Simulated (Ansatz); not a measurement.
# Sr on Y(0001): change of the work function, part 3 of 3

How does Sr on the hcp site change the work function of Y(0001) as the layer fills?

Ansatz 0.2.0; plane-wave DFT, PBEsol, Ansatz PAW.

So far, work function, upper face (eV): step 2 (the clean slab) 3.41; step 3 (the covered slab, k-mesh 4×4×1, coverage 0.111 ML) 2.82; step 4 (adsorbate added, k-mesh 5×5×1, coverage 0.25 ML) 2.38; step 6 (the slab at 0.25 ML, atoms frozen) 2.38; step 7 (the substrate of the 0.25 ML cell alone) 3.41.

**10. Varying the input: relax.f_tol = 0.1 and relax.max_displacement = 0.3**

This step: plane-wave DFT, PBEsol, Ansatz PAW (Ansatz 0.2.0).

System of this step: Sr/Y(0001). The cell holds 17 atoms: 16 Y and 1 Sr. Cell: a = 7.300 Å, b = 7.300 Å, c = 29.833 Å, α = 90.0°, β = 90.0°, γ = 60.0°. Vacuum lies along c.

A run with a changed input: it repeats the earlier run at 0.25 ML with relax.f_tol from 0.02 to 0.1 and relax.max_displacement to 0.3; its output block differs too.

Contents of input.yaml:

```yaml
crystal:
  lattice:
    - [7.3, 0.0, 0.0]
    - [3.65, 6.3219854476, 0.0]
    - [0.0, 0.0, 29.8326087914]
  atoms:
    - { symbol: "Y", position: [0.3333333333, 0.3333333333, 0.3016833044] }
    - { symbol: "Y", position: [0.0, 0.0, 0.3977887111] }
    - { symbol: "Y", position: [0.3333333333, 0.3333333333, 0.4920653612] }
    - { symbol: "Y", position: [0.0, 0.0, 0.5826788477] }
    - { symbol: "Y", position: [0.3333333333, 0.8333333333, 0.3016833044] }
    - { symbol: "Y", position: [0.0, 0.5, 0.3977887111] }
    - { symbol: "Y", position: [0.3333333333, 0.8333333333, 0.4920653612] }
    - { symbol: "Y", position: [0.0, 0.5, 0.5826788477] }
    - { symbol: "Y", position: [0.8333333333, 0.3333333333, 0.3016833044] }
    - { symbol: "Y", position: [0.5, 0.0, 0.3977887111] }
    - { symbol: "Y", position: [0.8333333333, 0.3333333333, 0.4920653612] }
    - { symbol: "Y", position: [0.5, 0.0, 0.5826788477] }
    - { symbol: "Y", position: [0.8333333333, 0.8333333333, 0.3016833044] }
    - { symbol: "Y", position: [0.5, 0.5, 0.3977887111] }
    - { symbol: "Y", position: [0.8333333333, 0.8333333333, 0.4920653612] }
    - { symbol: "Y", position: [0.5, 0.5, 0.5826788477] }
    - { symbol: Sr, position: [0.3333333333, 0.3333333333, 0.6983166956] }
kpoints:
  mp_grid: { grid: [5, 5, 1] }
hamiltonian:
  xc: pbesol
scf:
  occupations: { method: fermi_dirac, width: 0.1 }
  convergence: { dr2_threshold: 1.0e-08 }
efield:
  axis: 3
  dipole_correction: true
  ramp_position: 0.97
  ramp_width: 0.06
relax:
  f_tol: 0.1
  max_steps: 60
  constraints: [{ sites: [0, 1, 4, 5, 8, 9, 12, 13] }]
  max_displacement: 0.3
output:
  bader: true
  dos: { projected: true, e_range: [-8, 4] }
  write_potential: true
  write_density: true
  volumetric_format: npy
```

The run is started by

```console
ansatz run input.yaml --threads 4 --pin off --max-ram 12288MiB --backend cpu --events-out ev --progress --plain --runs-dir out
```

It took 2.5 min on 4 threads of Arm Neoverse V1, shared host; peak memory 3.3 GiB.

The steps of the relaxation:

```tsv
step	energy less that of the first step (eV)	largest force component (eV/Å)
1	0.0000	0.6313
2	-0.1030	0.5192
3	-0.1768	0.1542
4	-0.1851	0.0425
```

Forces are held to the 6 operations that the run works with; a distortion that breaks them can't arise in this run.

The atoms that moved most (Å):

```tsv
atom	dx	dy	dz	length
Sr17	0.000	0.000	-0.409	0.409
Y4	0.000	0.000	0.210	0.210
Y8	0.034	-0.020	-0.052	0.065
Y16	-0.034	-0.020	-0.052	0.065
Y12	0.000	0.040	-0.052	0.065
Y3	0.000	0.000	-0.050	0.050
Y15	0.017	0.010	0.010	0.022
Y11	0.000	-0.020	0.010	0.022
```

Final coordinates:

```cif
data_structure
_symmetry_space_group_name_H-M 'P 1'
_symmetry_Int_Tables_number 1
_cell_length_a 7.3000
_cell_length_b 7.3000
_cell_length_c 29.8326
_cell_angle_alpha 90.000
_cell_angle_beta 90.000
_cell_angle_gamma 60.000
_cell_volume 1376.79
loop_
_atom_site_label
_atom_site_type_symbol
_atom_site_fract_x
_atom_site_fract_y
_atom_site_fract_z
_atom_site_occupancy
Y1 Y 0.33333 0.33333 0.30168 1
Y2 Y 0.00000 0.00000 0.39779 1
Y3 Y 0.33333 0.33333 0.49039 1
Y4 Y 0.00000 0.00000 0.58973 1
Y5 Y 0.33333 0.83333 0.30168 1
Y6 Y 0.00000 0.50000 0.39779 1
Y7 Y 0.33015 0.83493 0.49239 1
Y8 Y 0.00629 0.49686 0.58094 1
Y9 Y 0.83333 0.33333 0.30168 1
Y10 Y 0.50000 0.00000 0.39779 1
Y11 Y 0.83493 0.33015 0.49239 1
Y12 Y 0.49686 0.00629 0.58094 1
Y13 Y 0.83333 0.83333 0.30168 1
Y14 Y 0.50000 0.50000 0.39779 1
Y15 Y 0.83493 0.83493 0.49239 1
Y16 Y 0.49686 0.49686 0.58094 1
Sr17 Sr 0.33333 0.33333 0.68462 1
```

This step gave:

```yaml
energy_at_zero_smearing: -64207.1632 eV
work_function_upper_face: 2.375 eV
dipole_along_the_normal: 0.2658 e·Å
step_between_the_vacuum_levels: -1.042 eV
```

The density of states has structure finer than the step of the table below, so its rows give means over 0.2 eV, whole bins alone (the curve runs from -8 to 0.78 eV). Peaks (eV: height): -0.87: 31.5, -0.51: 32.0, -0.24: 63.5, -0.15: 37.2, -0.03: 56.0, 0.12: 56.2, 0.27: 56.3.

Table of density of states by energy, zero at the Fermi level; means over each step:

```tsv
energy (eV)	density of states (states/eV a cell)
-4.6	0
-4.4	0.313
-4.2	1.53
-4.0	1.44
-3.8	1.74
-3.6	3.51
-3.4	3.21
-3.2	4.70
-3.0	2.79
-2.8	2.69
-2.6	6.56
-2.4	7.44
-2.2	8.31
-2.0	4.10
-1.8	15.6
-1.6	17.8
-1.4	11.8
-1.2	18.0
-1.0	19.9
-0.8	21.7
-0.6	16.7
-0.4	23.5
-0.2	35.3
0.0	33.8
0.2	37.3
0.4	31.6
0.6	20.0
```

Projected DOS per atom over height of the atomic layer and energy from the Fermi level. Layers: Y4 Y4 Y4 Y4 Sr from below.

Ten even steps from '0' (0.00 states/eV) to '9' (2.74 states/eV), each cell a mean:
```
72230
95480
77780
33444
34432
33330
23320
12210
11110
00000
00000
00000
00000
00000
00000
00000
00000
00000
00000
00000
00000
00000
```
Columns: height of the atomic layer (Å) from 9 to 20.4 (not evenly spaced); rows upwards: energy from the Fermi level (eV) from -7.96 to 0.745.

```tsv
quantity	this run	earlier run	difference
work function, upper face (eV)	2.375	2.379	-0.0042
work function, lower face (eV)	3.417	3.417	-3.2e-5
dipole along the normal (e·Å)	0.2658	0.2647	0.0011
```

Nothing in the table moves by 0.01 in its unit (for the dipole 0.5 % and 5e-5 e·Å). The run took 38 SCF cycles against 55.

**11. A changed input**

System of this step: Y(0001). The cell holds 4 atoms: 4 Y. Its edges and angles: a = 3.650 Å, b = 3.650 Å, c = 26.601 Å, α = 90.0°, β = 90.0°, γ = 60.0°. Vacuum lies along c.

An input spoilt on purpose, to show how the run answers: it repeats the earlier run at 0 ML with efield.axis from 3 to 0, and scf.max_iter set to 100.

Contents of input.yaml:

```yaml
crystal:
  lattice:
    - [3.65, 0.0, 0.0]
    - [1.825, 3.1609927238, 0.0]
    - [0.0, 0.0, 26.601225]
  atoms:
    - { symbol: "Y", position: [0.6666666667, 0.6666666667, 0.3383302837] }
    - { symbol: "Y", position: [0.0, 0.0, 0.4461100946] }
    - { symbol: "Y", position: [0.6666666667, 0.6666666667, 0.5538899054] }
    - { symbol: "Y", position: [0.0, 0.0, 0.6616697163] }
kpoints:
  mp_grid: { grid: [10, 10, 1] }
hamiltonian:
  xc: pbesol
scf:
  occupations: { method: fermi_dirac, width: 0.1 }
  convergence: { dr2_threshold: 1.0e-08 }
  max_iter: 100
efield:
  axis: 0
  dipole_correction: true
  ramp_position: 0.97
  ramp_width: 0.06
relax:
  f_tol: 0.02
  max_steps: 60
  constraints: [{ sites: [0, 1] }]
output:
  write_potential: true
  write_density: true
  volumetric_format: npy
```

Run time: 0.02 s. Hardware: 4 threads; peak memory 0.032 GiB.

The input was rejected at the start.

The program's message: “Error: invalid value for `efield.axis`: must be in [1, 3]; got 0”

The fault put into the input: an axis of 0, outside the range 1 to 3.

**12. Results**

| Quantity | Value |
| --- | --- |
| work function of the clean face | 3.41 eV |
| work function at 0.11 ML | 2.82 eV |
| work function at 0.25 ML | 2.38 eV |
| dipole per adsorbate at 0.11 ML, positive end outwards | 1.60 D |
| step of the potential from the moved charge at 0.25 ML, upper less lower side, atoms held | -1.02 eV |

What this shows: Sr lowers the work function of Y(0001) at the lowest coverage, by 0.59 eV: the adsorbate layer has its positive end outwards. The slab has 4 layers, at the tabulated experimental lattice constant, one starting site was run, and quantum-size effects of a slab this thin can reach one or two tenths of an eV.

[Logs are printed without paths, hosts, clocks, repeated set-up lines and the standing remarks that a program may print on its own settings, such as how far it seeks lower states.]

[Hosts, paths, dates, database ids (printed as entryN), source tags and the programs' standing remarks are cut or masked in the printed files.]

[Maps of the electrostatic potential energy from Ansatz leave out the sawtooth potential of an applied field or a dipole correction, so their vacuum need not be flat; planar profiles and work functions include it.]

[The density of states shown here was stored with 400 of the rows of the run's finer table, so its peaks can read low, often by over a quarter, or be missed, and its means over a window can be off by a tenth or more.]
